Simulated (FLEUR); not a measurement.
# Collinear magnetic orders of MnS with FLEUR, part 2 of 3

A self-consistent run ends on one state, which hangs on the start. Several orders of MnS are started in FLEUR and their energies compared.

FLEUR MaX-R8.1; LDA (VWN) with U = 4 eV on Mn d; all-electron FLAPW, Dirac cores, scalar-relativistic bands.

So far, largest spin moment in the muffin-tin sphere (μB): step 2 (run 1 (ferro +)) 4.73.

The database entry behind the starting cell differs from later determinations by our own check (an axis about 0.2 % short against later determinations), so it need not match the best structure at ambient conditions.

## 3. Start 2: antiferro q=(0,1/2,1/2) +-

An opposed order shows whether neighbours prefer unlike signs.

This order needs a doubled cell of 4 atoms. The mesh is halved along the doubled vector, so that both cells sample the same points. The k list default-1 (kpts.xml, not shown) is a Γ-centred 8×4×8 mesh.

inp.xml

```
<?xml version="1.0" encoding="UTF-8" standalone="no"?>
<fleurInput fleurInputVersion="0.39">
   <comment>
      MnS
   </comment>
   <calculationSetup>
      <cutoffs Kmax="3.97" Gmax="11.9" GmaxXC="11.9" numbands="0"/>
      <scfLoop itmax="130" minDistance="0.0001" maxIterBroyd="15" imix="Anderson" alpha="0.05" precondParam="0.0" spinf="2.0" sdNocoIR="T"/>
      <coreElectrons ctail="T" frcor="F" kcrel="0" coretail_lmax="0"/>
      <xcFunctional name="vwn" relativisticCorrections="F"/>
      <magnetism jspins="2"/>
      <soc l_soc="F" theta="0.0" phi="0.0" spav="F"/>
      <expertModes spex="0" secvar="F"/>
      <geometryOptimization l_f="F" forcealpha="1.0" forcemix="BFGS" epsdisp="0.00001" epsforce="0.00001"/>
      <ldaU l_linMix="F" mixParam="0.05" spinf="1.0"/>
   </calculationSetup>
   <cell>
      <bzIntegration valenceElectrons="42.0" mode="hist" fermiSmearingEnergy="0.00183747">
         <kPointListSelection listName="default-1"/>
         <xi:include xmlns:xi="http://www.w3.org/2001/XInclude" href="kpts.xml"> </xi:include>
      </bzIntegration>
      <xi:include xmlns:xi="http://www.w3.org/2001/XInclude" href="sym.xml"> </xi:include>
      <bulkLattice scale="1.0">
         <bravaisMatrix>
            <row-1>    0.0000000000000000     4.9217916915206992     4.9217916915206992</row-1>
            <row-2>    9.8435833830413983     0.0000000000000000     9.8435833830413983</row-2>
            <row-3>    9.8435833830413983     4.9217916915206992     4.9217916915206992</row-3>
         </bravaisMatrix>
      </bulkLattice>
   </cell>
   <atomSpecies>
      <species name="Manganese 4.500" element="Mn" atomicNumber="25">
         <mtSphere radius="2.8" gridPoints="925" logIncrement="0.013"/>
         <atomicCutoffs lmax="10" lnonsphr="8"/>
         <electronConfig flipSpins="F">
            <coreConfig>(1s1/2) (2s1/2) (2p1/2) (2p3/2)</coreConfig>
            <valenceConfig>(3s1/2) (3p1/2) (3p3/2) (4s1/2) (3d3/2) (3d5/2)</valenceConfig>
            <stateOccupation state="(3d3/2)" spinUp="1.75" spinDown="0.25"/>
            <stateOccupation state="(3d5/2)" spinUp="3.0" spinDown="0.0"/>
         </electronConfig>
         <energyParameters s="4" p="4" d="3" f="4"/>
         <ldaU l="2" U="4.0" J="0.0" l_amf="F"/>
         <lo type="SCLO" l="0" n="3" eDeriv="0"/>
         <lo type="SCLO" l="1" n="3" eDeriv="0"/>
      </species>
      <species name="Manganese -4.500" element="Mn" atomicNumber="25">
         <mtSphere radius="2.8" gridPoints="925" logIncrement="0.013"/>
         <atomicCutoffs lmax="10" lnonsphr="8"/>
         <electronConfig flipSpins="F">
            <coreConfig>(1s1/2) (2s1/2) (2p1/2) (2p3/2)</coreConfig>
            <valenceConfig>(3s1/2) (3p1/2) (3p3/2) (4s1/2) (3d3/2) (3d5/2)</valenceConfig>
            <stateOccupation state="(3d3/2)" spinUp="0.25" spinDown="1.75"/>
            <stateOccupation state="(3d5/2)" spinUp="0.0" spinDown="3.0"/>
         </electronConfig>
         <energyParameters s="4" p="4" d="3" f="4"/>
         <ldaU l="2" U="4.0" J="0.0" l_amf="F"/>
         <lo type="SCLO" l="0" n="3" eDeriv="0"/>
         <lo type="SCLO" l="1" n="3" eDeriv="0"/>
      </species>
      <species name="Sulfur (S)" element="S" atomicNumber="16">
         <mtSphere radius="1.89" gridPoints="625" logIncrement="0.018"/>
         <atomicCutoffs lmax="8" lnonsphr="6"/>
         <electronConfig flipSpins="F">
            <coreConfig>(1s1/2) (2s1/2) (2p1/2) (2p3/2)</coreConfig>
            <valenceConfig>(3s1/2) (3p1/2) (3p3/2)</valenceConfig>
            <stateOccupation state="(3p1/2)" spinUp="0.666667" spinDown="0.666667"/>
            <stateOccupation state="(3p3/2)" spinUp="1.333333" spinDown="1.333333"/>
         </electronConfig>
         <energyParameters s="3" p="3" d="3" f="4"/>
      </species>
   </atomSpecies>
   <atomGroups>
      <atomGroup species="Manganese 4.500">
         <relPos label="                   1">.0000000000 .0000000000 .0000000000</relPos>
         <force calculate="T" relaxXYZ="TTT"/>
      </atomGroup>
      <atomGroup species="Manganese -4.500">
         <relPos label="                   2">.0000000000 1.000/2.000 .0000000000</relPos>
         <force calculate="T" relaxXYZ="TTT"/>
      </atomGroup>
      <atomGroup species="Sulfur (S)">
         <relPos label="                   3">1.000/2.000 .0000000000 1.000/2.000</relPos>
         <force calculate="T" relaxXYZ="TTT"/>
      </atomGroup>
      <atomGroup species="Sulfur (S)">
         <relPos label="                   4">1.000/2.000 1.000/2.000 1.000/2.000</relPos>
         <force calculate="T" relaxXYZ="TTT"/>
      </atomGroup>
   </atomGroups>
   <output dos="F" band="F" slice="F">
      <bandDOS minEnergy="-.5*Htr" maxEnergy="0.5*Htr" sigma="0.015" storeEVData="T"/>
      <plotting iplot="0" polar="F">
         <plot TwoD="T" vec1="  1.0  0.0  0.0" vec2="  0.0  1.0  0.0" vec3="  0.0  0.0  1.0" zero="  0.0  0.0  0.0" file="plot"/>
      </plotting>
      <moessbauerParams electricFieldGradient="F" isomerShift="F" coreHyperfine="F" valenceHyperfine="F"/>
   </output>
</fleurInput>
```

crystal.txt

```
MnS
&input film=F cartesian=F /
0.00000000000  2.60450000000  2.60450000000
5.20900000000  0.00000000000  5.20900000000
5.20900000000  2.60450000000  2.60450000000
1.8897261246
1.0 1.0 1.0

4
25 0.00000000000  0.00000000000  0.00000000000 : 4.500
25 0.00000000000  0.50000000000  0.00000000000 : -4.500
16 0.50000000000  0.00000000000  0.50000000000
16 0.50000000000  0.50000000000  0.50000000000

&kpt div1=8 div2=4 div3=8 gamma=T /
```

The run is started by

```sh
$ OMP_NUM_THREADS=1 inpgen -f crystal.txt > inpgen.log  # inp.xml is then edited as shown
$ OMP_NUM_THREADS=1 mpirun -n 4 fleur_MPI > fleur.log
```

The log of the run:

```text
[banner, memory and clock lines left out]
Welcome to FLEUR        (www.flapw.de)
      MaX-Release 8.1          (www.max-centre.eu)

 ========== k-point set info ==========
 Selected k-point list: default-1
 k-point list type: mesh
 0 x 0 x 0
 Number of k points: 80

 ------------Calculation Setup---------------------------
 Number of PE/node        :            4
 Number of OMP-threads    :            1
 k-points in parallel     :            4
 pe's per k-point         :            1
 No of k-point loops      :           20
 Eigenvalue solver        :       lapack
 Number of basis functions:          540
 Approximate size of matrices (H+S) per k-point:         0.004 GB
 no density matrix found ... skipping LDA+U
 Reset of history
 Iteration:     1   Distance:       6.78811254 me/bohr^3
 Iteration:     2   Distance:       7.13793540 me/bohr^3
 Iteration:     3   Distance:       6.56756128 me/bohr^3
 Iteration:     4   Distance:       3.87752987 me/bohr^3
 Iteration:     5   Distance:       2.17308531 me/bohr^3
 Iteration:     6   Distance:       1.49270554 me/bohr^3
 Iteration:     7   Distance:       0.34745011 me/bohr^3
 Iteration:     8   Distance:       0.28011763 me/bohr^3
 Iteration:     9   Distance:       0.05747593 me/bohr^3
 Iteration:    10   Distance:       0.03902522 me/bohr^3
 Iteration:    11   Distance:       0.00945182 me/bohr^3
 Iteration:    12   Distance:       0.00372410 me/bohr^3
 Iteration:    13   Distance:       0.00059425 me/bohr^3
 Iteration:    14   Distance:       0.00023141 me/bohr^3
 Iteration:    15   Distance:       0.00005584 me/bohr^3

 ********************************************************************
 Run finished successfully
 Stop message:
   all done
 ********************************************************************

--- out.xml (last complete iteration) ---
<iteration numberForCurrentRun="   15" overallNumber="   15">
         [... left out ...]
         <bandgap value="0.9599832935" units="eV"/>
         <sumValenceSingleParticleEnergies value="-27.3634204175" units="Htr"/>
         <FermiEnergy value="0.2490925752" units="Htr"/>
         <valenceDensity>
            <mtCharges spin="1">
               <mtCharge atomType="1" total="9.5116306" s="1.2437200" p="3.2884899" d="4.9283863" f="0.0389315"/>
               <mtCharge atomType="2" total="4.8220954" s="1.1909743" p="3.2355449" d="0.3442865" f="0.0388491"/>
               <mtCharge atomType="3" total="1.7601246" s="0.6235739" p="1.1269838" d="0.0088158" f="0.0006461"/>
               <mtCharge atomType="4" total="1.7933245" s="0.6289278" p="1.1501745" d="0.0130457" f="0.0009968"/>
            </mtCharges>
            <mtCharges spin="2">
               <mtCharge atomType="1" total="4.8220954" s="1.1909743" p="3.2355449" d="0.3442865" f="0.0388491"/>
               <mtCharge atomType="2" total="9.5116306" s="1.2437200" p="3.2884899" d="4.9283863" f="0.0389315"/>
               <mtCharge atomType="3" total="1.7933245" s="0.6289278" p="1.1501745" d="0.0130457" f="0.0009968"/>
               <mtCharge atomType="4" total="1.7601246" s="0.6235739" p="1.1269838" d="0.0088158" f="0.0006461"/>
            </mtCharges>
            <spinDependentCharge spin="1" total="21.0000000" interstitial="3.1128249" mtSpheres="17.8871751"/>
            <spinDependentCharge spin="2" total="21.0000000" interstitial="3.1128249" mtSpheres="17.8871751"/>
            <totalCharge value="42.0000000000"/>
         </valenceDensity>
         [... left out ...]
         <magneticMomentsInMTSpheres units="muBohr">
            <globalMagMoment atomType="1" vec="0.00000   0.00000   4.68954"/>
            <localMagMoment atomType="1" vec="0.00000   0.00000   4.68954"/>
            <globalMagMoment atomType="2" vec="0.00000   0.00000  -4.68954"/>
            <localMagMoment atomType="2" vec="0.00000   0.00000  -4.68954"/>
            <globalMagMoment atomType="3" vec="0.00000   0.00000  -0.03320"/>
            <localMagMoment atomType="3" vec="0.00000   0.00000  -0.03320"/>
            <globalMagMoment atomType="4" vec="0.00000   0.00000   0.03320"/>
            <localMagMoment atomType="4" vec="0.00000   0.00000   0.03320"/>
         </magneticMomentsInMTSpheres>
         [... left out ...]
         <totalEnergy value="    -3109.0823047007" units="Htr">
            <sumOfEigenvalues value="    -1789.3187082781">
               <coreElectrons value="-1761.9552878607"/>
               <valenceElectrons value="-27.3634204175"/>
            </sumOfEigenvalues>
            <densityCoulombPotentialIntegral value="-4730.9967178731"/>
            <densityEffectivePotentialIntegral value="-4928.5659992883"/>
            <chargeDenXCDenIntegral value="-149.3320655533"/>
            <FockExchangeEnergyValence value="0.0000000000"/>
            <FockExchangeEnergyCore value="0.0000000000"/>
         [... left out ...]
            <dftUCorrection value="-0.7197058204"/>
            <tkbTimesEntropy value="0.0000000000"/>
            <freeEnergy value="-3109.0823047007"/>
            <extrapolationTo0K value="-3109.0823047007"/>
         </totalEnergy>
         [... left out ...]
         <ldaUDensityMatrixConvergence>
            <distance spin="1" distance="0.000004"/>
            <distance spin="2" distance="0.000004"/>
         </ldaUDensityMatrixConvergence>
         <densityConvergence units="me/bohr^3">
            <chargeDensity spin="1" distance="0.0000380805"/>
            <chargeDensity spin="2" distance="0.0000380805"/>
            <overallChargeDensity distance="0.0000558386"/>
            <spinDensity distance="0.0000517932"/>
         </densityConvergence>
      </iteration>
```

It took 79 s on 4 MPI ranks of Intel Xeon Platinum 8488C (Sapphire Rapids), shared host; peak memory 0.48 GiB; 5.3 min of CPU time.

Spin moment in the muffin-tin sphere by atom:

```csv
atom,spin moment in the muffin-tin sphere (μB)
Mn1,4.69
Mn2,-4.69
S3,-0.03
S4,0.03
```

Numbers from this step:

```yaml
free_energy: -84602.4395 eV
program_s_band_gap_on_this_mesh_in_a_metal_only_a_level_spacing: 0.9600 eV
magnetization: 0 μB
final_state: antiferromagnetic
```

It lies 10.7 meV a seeded atom under the first start, and its largest moment is 4.69 μB against 4.73 μB.

## 4. Run 3 (antiferro q=(0,0,1/2) +-)

An opposed order shows whether neighbours prefer unlike signs.

This order needs a doubled cell of 4 atoms. The mesh is halved along the doubled vector, so that both cells sample the same points. The k list default-1 (kpts.xml, not shown) is a Γ-centred 8×8×4 mesh.

inp.xml, as its differences from that of step 3:

```diff
@@ -25,4 +25,4 @@
             <row-1>    0.0000000000000000     4.9217916915206992     4.9217916915206992</row-1>
-            <row-2>    9.8435833830413983     0.0000000000000000     9.8435833830413983</row-2>
-            <row-3>    9.8435833830413983     4.9217916915206992     4.9217916915206992</row-3>
+            <row-2>    4.9217916915206992     0.0000000000000000     4.9217916915206992</row-2>
+            <row-3>    9.8435833830413983     9.8435833830413983     0.0000000000000000</row-3>
          </bravaisMatrix>
@@ -77,3 +77,3 @@
       <atomGroup species="Manganese -4.500">
-         <relPos label="                   2">.0000000000 1.000/2.000 .0000000000</relPos>
+         <relPos label="                   2">.0000000000 .0000000000 1.000/2.000</relPos>
          <force calculate="T" relaxXYZ="TTT"/>
@@ -81,7 +81,4 @@
       <atomGroup species="Sulfur (S)">
-         <relPos label="                   3">1.000/2.000 .0000000000 1.000/2.000</relPos>
-         <force calculate="T" relaxXYZ="TTT"/>
-      </atomGroup>
-      <atomGroup species="Sulfur (S)">
-         <relPos label="                   4">1.000/2.000 1.000/2.000 1.000/2.000</relPos>
+         <relPos label="                   3">1.000/2.000 1.000/2.000 1.000/4.000</relPos>
+         <relPos label="                   4">1.000/2.000 1.000/2.000 -1.000/4.000</relPos>
          <force calculate="T" relaxXYZ="TTT"/>
```

crystal.txt

```
MnS
&input film=F cartesian=F /
0.00000000000  2.60450000000  2.60450000000
2.60450000000  0.00000000000  2.60450000000
5.20900000000  5.20900000000  0.00000000000
1.8897261246
1.0 1.0 1.0

4
25 0.00000000000  0.00000000000  0.00000000000 : 4.500
25 0.00000000000  0.00000000000  0.50000000000 : -4.500
16 0.50000000000  0.50000000000  0.25000000000
16 0.50000000000  0.50000000000  0.75000000000

&kpt div1=8 div2=8 div3=4 gamma=T /
```

The log of the run:

```text
[banner, memory and clock lines left out]
Welcome to FLEUR        (www.flapw.de)
      MaX-Release 8.1          (www.max-centre.eu)

 ========== k-point set info ==========
 Selected k-point list: default-1
 k-point list type: mesh
 0 x 0 x 0
 Number of k points: 80

 [... set-up left out ...]
 no density matrix found ... skipping LDA+U
 Reset of history
 Iteration:     1   Distance:       7.09456497 me/bohr^3
 Iteration:     2   Distance:       7.09585598 me/bohr^3
 Iteration:     3   Distance:       6.54773433 me/bohr^3
 Iteration:     4   Distance:       3.70543734 me/bohr^3
[...]
[... left out ...]
            <freeEnergy value="-3109.0852047689"/>
            <extrapolationTo0K value="-3109.0852047689"/>
         </totalEnergy>
         [... left out ...]
         <ldaUDensityMatrixConvergence>
            <distance spin="1" distance="0.000003"/>
            <distance spin="2" distance="0.000003"/>
         </ldaUDensityMatrixConvergence>
         <densityConvergence units="me/bohr^3">
            <chargeDensity spin="1" distance="0.0000376914"/>
            <chargeDensity spin="2" distance="0.0000376917"/>
            <overallChargeDensity distance="0.0000505686"/>
            <spinDensity distance="0.0000559055"/>
         </densityConvergence>
      </iteration>
```

The job ended after 74 s (4 MPI ranks; peak memory 0.46 GiB).

Spin moment in the muffin-tin sphere by atom:

```csv
atom,spin moment in the muffin-tin sphere (μB)
Mn1,4.60
Mn2,-4.60
S3,0.00
S4,0.00
```

Read from the output:

```yaml
free_energy: -84602.5184 eV
program_s_band_gap_on_this_mesh_in_a_metal_only_a_level_spacing: 2.072 eV
magnetization: 0 μB
final_state: antiferromagnetic
```

It lies 50.2 meV a seeded atom under the first start, and its largest moment is 4.60 μB against 4.73 μB.

(Continued in part 3 of 3.)

[Logs and program files are shortened in this print: banners, set-up blocks, solver, clock and traceback lines can be left out without a mark of their own.]

[Logs are printed without paths, hosts, clocks, repeated set-up lines and the standing remarks that a program may print on its own settings, such as how far it seeks lower states.]

[Hosts, paths, dates, database ids (printed as entryN), source tags and the programs' standing remarks are cut or masked in the printed files.]

[Where a cell is said to come from a database of computed structures, the database is the Materials Project.]
